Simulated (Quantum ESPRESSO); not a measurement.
# Collinear magnetic orders of YCo2Ge2 with Quantum ESPRESSO

Does YCo2Ge2 prefer parallel or opposed moments, or none?

Calculated with Quantum ESPRESSO 7.5; LDA; plane waves with GBRV 1.5 LDA potentials, no spin-orbit coupling.

## 1. Starting point

It takes space group I4/mmm (No. 139, tetragonal). The conventional cell has a = 3.970 Å, b = 3.970 Å, c = 10.060 Å, α = 90.00°, β = 90.00°, γ = 90.00°. Nearest to Y lie 8 Ge at 3.09 Å and 8 Co at 3.20 Å. Nearest to Co lie 4 Ge at 2.33 Å and 4 Co at 2.81 Å and 4 Y at 3.20 Å. Nearest to Ge lie 4 Co at 2.33 Å and 1 Ge at 2.59 Å and 4 Y at 3.09 Å. Farther neighbours are not listed.

The cell comes from Materials Project 2023-11-01, a database of computed structures, and need not be the stable phase.

## 2. Start 1: ferro ++

The signs are those of the starting moments on the seeded atoms, the atoms that are given a moment.

File pw.in:

```
&CONTROL
  calculation = 'scf'
  prefix = 'pwscf'
  outdir = './tmp'
  pseudo_dir = './pseudo'
  disk_io = 'nowf'
/
&SYSTEM
  ibrav = 0
  nat = 5
  ntyp = 3
  ecutwfc = 40
  ecutrho = 280
  nbnd = 49
  occupations = 'smearing'
  smearing = 'fd'
  degauss = 0.00734986
  nspin = 2
  starting_magnetization(1) = 0
  starting_magnetization(2) = 0.1176
  starting_magnetization(3) = 0
/
&ELECTRONS
  conv_thr = 1d-08
  electron_maxstep = 150
  mixing_beta = 0.3
/
ATOMIC_SPECIES
Y      88.9058 y_lda_v1.4.uspp.F.UPF
Co     58.9332 co_lda_v1.2.uspp.F.UPF
Ge     72.6300 ge_lda_v1.4.uspp.F.UPF
CELL_PARAMETERS angstrom
  -1.9850000000    1.9850000000    5.0300000000
   1.9850000000   -1.9850000000    5.0300000000
   1.9850000000    1.9850000000   -5.0300000000
ATOMIC_POSITIONS crystal
Y       0.0000000000    0.0000000000    0.0000000000
Co      0.7500000000    0.2500000000    0.5000000000
Co      0.2500000000    0.7500000000    0.5000000000
Ge      0.6288805400    0.6288805400    0.0000000000
Ge      0.3711194600    0.3711194600    0.0000000000
K_POINTS automatic
10 10 10 0 0 0
```

Run with:

```sh
OMP_NUM_THREADS=1 mpirun -n 4 pw.x -nk 4 -in pw.in > pw.out
```

Log:

```text
Program PWSCF v.7.5 starts

     Message from routine setup:
     using ibrav=0 with symmetry is DISCOURAGED, use correct ibrav instead

     K-points division:     npool     =       4
     Subspace diagonalization in iterative solution of the eigenvalue problem:

     G-vector sticks info
     --------------------
     sticks:   dense  smooth     PW     G-vecs:    dense   smooth      PW
     Sum        2239    1283    455                42255    18291    3887

     Using Slab Decomposition

     bravais-lattice index     =            0
     lattice parameter (alat)  =      10.8854  a.u.
     unit-cell volume          =     534.9899 (a.u.)^3
     number of atoms/cell      =            5
     number of atomic types    =            3
     number of electrons       =        73.00
     number of Kohn-Sham states=           49
     kinetic-energy cutoff     =      40.0000  Ry
     charge density cutoff     =     280.0000  Ry
     scf convergence threshold =      1.0E-08
     mixing beta               =       0.3000
     number of iterations used =            8  plain     mixing
     Exchange-correlation=  SLA  PZ   NOGX NOGC
                           (   1   1   0   0   0   0   0)

     celldm(1)=  10.885438  celldm(2)=   0.000000  celldm(3)=   0.000000
     celldm(4)=   0.000000  celldm(5)=   0.000000  celldm(6)=   0.000000

     crystal axes: (cart. coord. in units of alat)
               a(1) = (  -0.344599   0.344599   0.873215 )
               a(2) = (   0.344599  -0.344599   0.873215 )
               a(3) = (   0.344599   0.344599  -0.873215 )

     reciprocal axes: (cart. coord. in units 2 pi/alat)
               b(1) = ( -0.000000  1.450964  0.572597 )
               b(2) = (  1.450964 -0.000000  0.572597 )
               b(3) = (  1.450964  1.450964  0.000000 )

     PseudoPot. # 1 for Y  read from file:
     y_lda_v1.4.uspp.F.UPF
     Pseudo is Ultrasoft + core correction, Zval = 11.0
     Generated by new atomic code, or converted to UPF format
     Using radial grid of  885 points,  6 beta functions with:
                l(1) =   0
                l(2) =   0
                l(3) =   1
                l(4) =   1
                l(5) =   2
                l(6) =   2
     Q(r) pseudized with  8 coefficients,  rinner =    1.200   1.200   1.200
                                                       1.200   1.200

     PseudoPot. # 2 for Co read from file:
     co_lda_v1.2.uspp.F.UPF
     Pseudo is Ultrasoft + core correction, Zval = 17.0
     Generated by new atomic code, or converted to UPF format
     Using radial grid of  863 points,  6 beta functions with:
                l(1) =   0
                l(2) =   0
                l(3) =   1
                l(4) =   1
                l(5) =   2
                l(6) =   2
     Q(r) pseudized with  8 coefficients,  rinner =    1.200   1.200   1.200
                                                       1.200   1.200

     PseudoPot. # 3 for Ge read from file:
     ge_lda_v1.4.uspp.F.UPF
     Pseudo is Ultrasoft + core correction, Zval = 14.0
     Generated by new atomic code, or converted to UPF format
     Using radial grid of  873 points,  6 beta functions with:
                l(1) =   0
                l(2) =   0
                l(3) =   1
                l(4) =   1
                l(5) =   2
                l(6) =   2
     Q(r) pseudized with  8 coefficients,  rinner =    1.400   1.400   1.400
                                                       1.400   1.400

     atomic species   valence    mass     pseudopotential
     Y                11.00    88.90580     Y ( 1.00)
     Co               17.00    58.93320     Co( 1.00)
     Ge               14.00    72.63000     Ge( 1.00)

     Starting magnetic structure
     atomic species   magnetization
     Y               0.000
     Co              0.118
     Ge              0.000

     16 Sym. Ops., with inversion, found

   Cartesian axes

     site n.     atom                  positions (alat units)
         1        Y      tau(   1) = (   0.0000000   0.0000000   0.0000000  )
         2        Co     tau(   2) = (   0.0000000   0.3445986   0.4366073  )
         3        Co     tau(   3) = (   0.3445986   0.0000000   0.4366073  )
         4        Ge     tau(   4) = (   0.0000000  -0.0000000   1.0982953  )
         5        Ge     tau(   5) = (  -0.0000000  -0.0000000   0.6481338  )

     number of k points=   102  Fermi-Dirac smearing, width (Ry)=  0.0073

     Number of k-points >= 100: set verbosity='high' to print them.

     Dense  grid:    42255 G-vectors     FFT dimensions: (  60,  60,  60)

     Smooth grid:    18291 G-vectors     FFT dimensions: (  45,  45,  45)

     Check: negative core charge=   -0.000020
     Generating pointlists ...
     new r_m :   0.2214 (alat units)  2.4104 (a.u.) for type    1
     new r_m :   0.1668 (alat units)  1.8156 (a.u.) for type    2
     new r_m :   0.1668 (alat units)  1.8156 (a.u.) for type    3

     Initial potential from superposition of free atoms

     starting charge      70.9948, renormalised to      73.0000
     Starting wfcs are   57 randomized atomic wfcs

     Self-consistent Calculation

     iteration #  1     ecut=    40.00 Ry     beta= 0.30
     Davidson diagonalization with overlap
     ethr =  1.00E-02,  avg # of iterations =  3.0

     total energy              =   -1114.14048867 Ry
     estimated scf accuracy    <       6.29045745 Ry

     total magnetization       =     2.47 Bohr mag/cell
     absolute magnetization    =     2.99 Bohr mag/cell

     iteration #  2     ecut=    40.00 Ry     beta= 0.30
     Davidson diagonalization with overlap
     ethr =  8.62E-03,  avg # of iterations =  2.1

     total energy              =   -1115.02675803 Ry
     estimated scf accuracy    <      12.03970759 Ry

     total magnetization       =     0.29 Bohr mag/cell
     absolute magnetization    =     0.49 Bohr mag/cell

     iteration #  3     ecut=    40.00 Ry     beta= 0.30
     Davidson diagonalization with overlap
     ethr =  8.62E-03,  avg # of iterations =  1.4

     total energy              =   -1115.86386848 Ry
     estimated scf accuracy    <       0.19931568 Ry

     total magnetization       =     1.68 Bohr mag/cell
     absolute magnetization    =     2.07 Bohr mag/cell

     [... further iterations left out ...]

     iteration # 15     ecut=    40.00 Ry     beta= 0.30
     Davidson diagonalization with overlap
     ethr =  1.34E-09,  avg # of iterations =  1.5

     total energy              =   -1115.92882498 Ry
     estimated scf accuracy    <       0.00000051 Ry

     total magnetization       =     0.00 Bohr mag/cell
     absolute magnetization    =     0.00 Bohr mag/cell

     iteration # 16     ecut=    40.00 Ry     beta= 0.30
     Davidson diagonalization with overlap
     ethr =  7.02E-10,  avg # of iterations =  1.9

     total energy              =   -1115.92882513 Ry
     estimated scf accuracy    <       0.00000012 Ry

     total magnetization       =    -0.00 Bohr mag/cell
     absolute magnetization    =     0.00 Bohr mag/cell

     iteration # 17     ecut=    40.00 Ry     beta= 0.30
     Davidson diagonalization with overlap
     ethr =  1.60E-10,  avg # of iterations =  1.7

     total energy              =   -1115.92882517 Ry
     estimated scf accuracy    <       0.00000001 Ry

     total magnetization       =     0.00 Bohr mag/cell
     absolute magnetization    =     0.00 Bohr mag/cell

     iteration # 18     ecut=    40.00 Ry     beta= 0.30
     Davidson diagonalization with overlap
     ethr =  1.65E-11,  avg # of iterations =  2.3

     Magnetic moment per site  (integrated on atomic sphere of radius R)
     atom   1 (R=0.221)  charge=  8.8931  magn=  0.0000
     atom   2 (R=0.167)  charge= 15.3116  magn= -0.0001
     atom   3 (R=0.167)  charge= 15.3116  magn= -0.0001
     atom   4 (R=0.167)  charge= 11.6395  magn=  0.0000
     atom   5 (R=0.167)  charge= 11.6395  magn=  0.0000

     End of self-consistent calculation

     Number of k-points >= 100: set verbosity='high' to print the bands.

     the Fermi energy is    14.0324 ev

!    total energy              =   -1115.92882518 Ry
     estimated scf accuracy    <          2.8E-09 Ry
     smearing contrib. (-TS)   =      -0.00885854 Ry
     internal energy E=F+TS    =   -1115.91996664 Ry

     The total energy is F=E-TS. E is the sum of the following terms:
     one-electron contribution =    -697.56414524 Ry
     hartree contribution      =     402.21202313 Ry
     xc contribution           =    -206.66198545 Ry
     ewald contribution        =    -613.90585908 Ry

     total magnetization       =    -0.00 Bohr mag/cell
     absolute magnetization    =     0.00 Bohr mag/cell

     convergence has been achieved in  18 iterations

=------------------------------------------------------------------------------=
   JOB DONE.
=------------------------------------------------------------------------------=
```

It took 5.3 min on 4 MPI ranks of Arm Neoverse V1, shared host; peak memory 0.83 GiB; 21 min of CPU time.

Spin moment in the atom's sphere by atom:

```csv
atom,spin moment in the atom's sphere (μB)
Y1,0.0000
Co2,-0.0001
Co3,-0.0001
Ge4,0.0000
Ge5,0.0000
```

Read from the output:

```
smearing term TS       : 0.1205 eV
magnetization          : 0 μB
absolute magnetization : 0 μB
final state            : non-magnetic
```

## 3. Run 2 (antiferro q=(1/2,1/2,1/2) +−+−)

This order needs a doubled cell of 10 atoms. The wavevector q is in fractions of the reciprocal vectors of the crystal's primitive cell, as the cells of these inputs are built from it; moments change sign between cells as cos(2π q·R).

File pw.in:

```
&CONTROL
  calculation = 'scf'
  prefix = 'pwscf'
  outdir = './tmp'
  pseudo_dir = './pseudo'
  disk_io = 'nowf'
/
&SYSTEM
  ibrav = 0
  nat = 10
  ntyp = 4
  ecutwfc = 40
  ecutrho = 280
  nbnd = 90
  occupations = 'smearing'
  smearing = 'fd'
  degauss = 0.00734986
  nspin = 2
  starting_magnetization(1) = 0
  starting_magnetization(2) = 0.1176
  starting_magnetization(3) = -0.1176
  starting_magnetization(4) = 0
/
&ELECTRONS
  conv_thr = 2d-08
  electron_maxstep = 150
  mixing_beta = 0.3
/
ATOMIC_SPECIES
Y      88.9058 y_lda_v1.4.uspp.F.UPF
Co1    58.9332 co_lda_v1.2.uspp.F.UPF
Co2    58.9332 co_lda_v1.2.uspp.F.UPF
Ge     72.6300 ge_lda_v1.4.uspp.F.UPF
CELL_PARAMETERS angstrom
  -3.9700000000    3.9700000000   10.0600000000
   0.0000000000    0.0000000000   10.0600000000
   0.0000000000    3.9700000000    0.0000000000
ATOMIC_POSITIONS crystal
Y       0.0000000000    0.0000000000    0.0000000000
Y       0.5000000000    0.0000000000    0.0000000000
Co1     0.0000000000    0.2500000000    0.5000000000
Co2     0.5000000000    0.2500000000    0.5000000000
Co1     0.5000000000    0.7500000000    0.5000000000
Co2     0.0000000000    0.7500000000    0.5000000000
Ge      0.0000000000    0.6288805400    0.0000000000
Ge      0.5000000000    0.6288805400    0.0000000000
Ge      0.0000000000    0.3711194600    0.0000000000
Ge      0.5000000000    0.3711194600    0.0000000000
K_POINTS automatic
5 10 10 0 0 0
```

Log:

```text
[banner, memory and clock lines left out]
Program PWSCF v.7.5 starts

     Message from routine setup:
     using ibrav=0 with symmetry is DISCOURAGED, use correct ibrav instead

     bravais-lattice index     =            0
     lattice parameter (alat)  =      21.7709  a.u.
     unit-cell volume          =    1069.9798 (a.u.)^3
     number of atoms/cell      =           10
     number of atomic types    =            4
     number of electrons       =       146.00
     number of Kohn-Sham states=           90
     kinetic-energy cutoff     =      40.0000  Ry
     charge density cutoff     =     280.0000  Ry
     scf convergence threshold =      2.0E-08
     mixing beta               =       0.3000
     number of iterations used =            8  plain     mixing
     Exchange-correlation=  SLA  PZ   NOGX NOGC
                           (   1   1   0   0   0   0   0)

     celldm(1)=  21.770875  celldm(2)=   0.000000  celldm(3)=   0.000000
     celldm(4)=   0.000000  celldm(5)=   0.000000  celldm(6)=   0.000000

     crystal axes: (cart. coord. in units of alat)
               a(1) = (  -0.344599   0.344599   0.873215 )
               a(2) = (   0.000000   0.000000   0.873215 )
               a(3) = (   0.000000   0.344599   0.000000 )

     reciprocal axes: (cart. coord. in units 2 pi/alat)
               b(1) = ( -2.901927  0.000000  0.000000 )
               b(2) = (  2.901927 -0.000000  1.145194 )
               b(3) = (  2.901927  2.901927 -0.000000 )

     PseudoPot. # 1 for Y  read from file:
     y_lda_v1.4.uspp.F.UPF
     Pseudo is Ultrasoft + core correction, Zval = 11.0

     PseudoPot. # 2 for Co read from file:
     co_lda_v1.2.uspp.F.UPF
     Pseudo is Ultrasoft + core correction, Zval = 17.0

     PseudoPot. # 3 for Co read from file:
     co_lda_v1.2.uspp.F.UPF
     Pseudo is Ultrasoft + core correction, Zval = 17.0

     PseudoPot. # 4 for Ge read from file:
     ge_lda_v1.4.uspp.F.UPF
     Pseudo is Ultrasoft + core correction, Zval = 14.0

     atomic species   valence    mass     pseudopotential
     Y                11.00    88.90580     Y ( 1.00)
     Co1              17.00    58.93320     Co( 1.00)
     Co2              17.00    58.93320     Co( 1.00)
     Ge               14.00    72.63000     Ge( 1.00)

     Starting magnetic structure
     atomic species   magnetization
     Y               0.000
     Co1             0.118
     Co2            -0.118
     Ge              0.000

     16 Sym. Ops., with inversion, found ( 8 have fractional translation)

   Cartesian axes

     site n.     atom                  positions (alat units)
         1        Y      tau(   1) = (   0.0000000   0.0000000   0.0000000  )
         2        Y      tau(   2) = (  -0.1722993   0.1722993   0.4366073  )
         3        Co1    tau(   3) = (   0.0000000   0.1722993   0.2183036  )
         4        Co2    tau(   4) = (  -0.1722993   0.3445986   0.6549109  )
         5        Co1    tau(   5) = (  -0.1722993   0.3445986   1.0915182  )
         6        Co2    tau(   6) = (   0.0000000   0.1722993   0.6549109  )
         7        Ge     tau(   7) = (   0.0000000   0.0000000   0.5491476  )
         8        Ge     tau(   8) = (  -0.1722993   0.1722993   0.9857549  )
         9        Ge     tau(   9) = (   0.0000000   0.0000000   0.3240669  )
        10        Ge     tau(  10) = (  -0.1722993   0.1722993   0.7606742  )

     number of k points=    63  Fermi-Dirac smearing, width (Ry)=  0.0073
                       cart. coord. in units 2pi/alat
        k(    1) = (   0.0000000   0.0000000   0.0000000), wk =   0.0020000
        k(    2) = (   0.2901927   0.2901927   0.0000000), wk =   0.0080000
        k(    3) = (   0.5803854   0.5803854   0.0000000), wk =   0.0080000
        k(    4) = (   0.8705782   0.8705782   0.0000000), wk =   0.0080000
        k(    5) = (   1.1607709   1.1607709   0.0000000), wk =   0.0080000
        [... 58 further k-points ...]

     Dense  grid:    84505 G-vectors     FFT dimensions: ( 120, 108,  40)

     Smooth grid:    36585 G-vectors     FFT dimensions: (  90,  80,  32)

     Check: negative core charge=   -0.000020
     Generating pointlists ...
     new r_m :   0.1107 (alat units)  2.4104 (a.u.) for type    1
     new r_m :   0.0834 (alat units)  1.8156 (a.u.) for type    2
     new r_m :   0.0834 (alat units)  1.8156 (a.u.) for type    3
     new r_m :   0.0834 (alat units)  1.8156 (a.u.) for type    4

     Initial potential from superposition of free atoms

     starting charge     141.9896, renormalised to     146.0000
     Starting wfcs are  114 randomized atomic wfcs

     Self-consistent Calculation

     iteration #  1     ecut=    40.00 Ry     beta= 0.30
     Davidson diagonalization with overlap
     ethr =  1.00E-02,  avg # of iterations =  2.1

     total energy              =   -2228.44927984 Ry
     estimated scf accuracy    <      12.20451831 Ry

     total magnetization       =    -0.00 Bohr mag/cell
     absolute magnetization    =     5.92 Bohr mag/cell

     iteration #  2     ecut=    40.00 Ry     beta= 0.30
     Davidson diagonalization with overlap
     ethr =  8.36E-03,  avg # of iterations =  3.1

     total energy              =   -2230.07262274 Ry
     estimated scf accuracy    <      23.20919621 Ry

     total magnetization       =     0.00 Bohr mag/cell
     absolute magnetization    =     0.85 Bohr mag/cell

     [... further iterations left out ...]

     iteration # 21     ecut=    40.00 Ry     beta= 0.30
     Davidson diagonalization with overlap
     ethr =  7.97E-11,  avg # of iterations =  2.5

     total energy              =   -2231.85765707 Ry
     estimated scf accuracy    <       0.00000003 Ry

     total magnetization       =    -0.00 Bohr mag/cell
     absolute magnetization    =     0.00 Bohr mag/cell

     iteration # 22     ecut=    40.00 Ry     beta= 0.30
     Davidson diagonalization with overlap
     ethr =  2.33E-11,  avg # of iterations =  2.5

     Magnetic moment per site  (integrated on atomic sphere of radius R)
     atom   1 (R=0.111)  charge=  8.8932  magn=  0.0000
     atom   2 (R=0.111)  charge=  8.8932  magn=  0.0000
     atom   3 (R=0.083)  charge= 15.3113  magn= -0.0002
     atom   4 (R=0.083)  charge= 15.3113  magn= -0.0005
     atom   5 (R=0.083)  charge= 15.3113  magn= -0.0002
     atom   6 (R=0.083)  charge= 15.3113  magn= -0.0005
     atom   7 (R=0.083)  charge= 11.6396  magn=  0.0000
     atom   8 (R=0.083)  charge= 11.6396  magn=  0.0000
     atom   9 (R=0.083)  charge= 11.6396  magn=  0.0000
     atom  10 (R=0.083)  charge= 11.6396  magn=  0.0000

     End of self-consistent calculation

     Number of k-points >= 100: set verbosity='high' to print the bands.

     the Fermi energy is    14.0325 ev

!    total energy              =   -2231.85765709 Ry
     estimated scf accuracy    <          9.8E-09 Ry
     smearing contrib. (-TS)   =      -0.01771687 Ry
     internal energy E=F+TS    =   -2231.83994022 Ry

     The total energy is F=E-TS. E is the sum of the following terms:
     one-electron contribution =   -1395.12776639 Ry
     hartree contribution      =     804.42344938 Ry
     xc contribution           =    -413.32390504 Ry
     ewald contribution        =   -1227.81171816 Ry

     total magnetization       =    -0.00 Bohr mag/cell
     absolute magnetization    =     0.00 Bohr mag/cell

     convergence has been achieved in  22 iterations
```

It took 18 min on 4 MPI ranks; peak memory 1.6 GiB; 71 min of CPU time.

Spin moment in the atom's sphere by atom:

| atom | spin moment in the atom's sphere (μB) |
| --- | --- |
| Y1 | 0.0000 |
| Y2 | 0.0000 |
| Co3 | -0.0002 |
| Co4 | -0.0005 |
| Co5 | -0.0002 |
| Co6 | -0.0005 |
| Ge7 | 0.0000 |
| Ge8 | 0.0000 |
| Ge9 | 0.0000 |
| Ge10 | 0.0000 |

This step gave:

| Quantity | Value |
| --- | --- |
| smearing term TS | 0.2411 eV |
| magnetization | 0 μB |
| absolute magnetization | 0 μB |
| final state | non-magnetic |

(Continued in part 2 of 2.)

[Logs and program files are shortened in this print: banners, set-up blocks, solver, clock and traceback lines can be left out without a mark of their own.]

[Logs are printed without paths, hosts, clocks, repeated set-up lines and the standing remarks that a program may print on its own settings, such as how far it seeks lower states.]

[Hosts, paths, dates, database ids (printed as entryN), source tags and the programs' standing remarks are cut or masked in the printed files.]

[Where a cell is said to come from a database of computed structures, the database is the Materials Project.]
